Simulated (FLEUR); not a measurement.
Records of electronic-structure calculations.

### Magnetic state of Fe3Ge from several starts

The structure is cubic, space group Pm-3m (No. 221). The conventional cell has a = 3.661 Å, b = 3.661 Å, c = 3.661 Å, α = 90.00°, β = 90.00°, γ = 90.00°. Fe has 4 Ge at 2.59 Å and 8 Fe at 2.59 Å nearest. Ge has 12 Fe at 2.59 Å nearest. Farther neighbours are not listed.

| Property | Result |
| --- | --- |
| method | PBEsol; all-electron FLAPW, Dirac cores, scalar-relativistic bands |
| program | FLEUR MaX-R8.1 |
| settings of one run | kmax 3.6 1/bohr, gmax 10.8 1/bohr, muffin tin radii Fe: 2.38, Ge: 2.38 bohr, lmax Fe: [8, 6], Ge: [8, 6], hist occupations, smearing width 0.05 eV, mixer Anderson, mixing 0.05, max iterations 90, stop 2.00e-5 me/bohr³, collinear spin, 8×8×8 k-mesh, mesh matched on, starting moments 2.8 2.8 2.8 0 μB |
| cost | 4 runs, 11 min in all on 4 MPI ranks of AMD EPYC 9R14 (Zen 4), shared host (the runs of this entry) |
| notes | The run is spin-polarised, with a total moment of 6.55 μB a cell. Only 4 starts were tried; other patterns of signs, canted and longer-period orders were not. |
| lowest state found | ferromagnetic (initial ferro +++) |
| largest site spin moment | 2.25 μB |
| next finished state | antiferromagnetic, 138 meV a seeded atom higher |
| energy gained by spin polarisation | 446 meV a seeded atom |

The lowest state found is ferromagnetic, reached from the start ferro +++, with moments up to 2.25 μB. The next finished state costs 138 meV a seeded atom.

[Hosts, paths, dates, database ids (printed as entryN), source tags and the programs' standing remarks are cut or masked in the printed files.]

[Where a cell is said to come from a database of computed structures, the database is the Materials Project.]
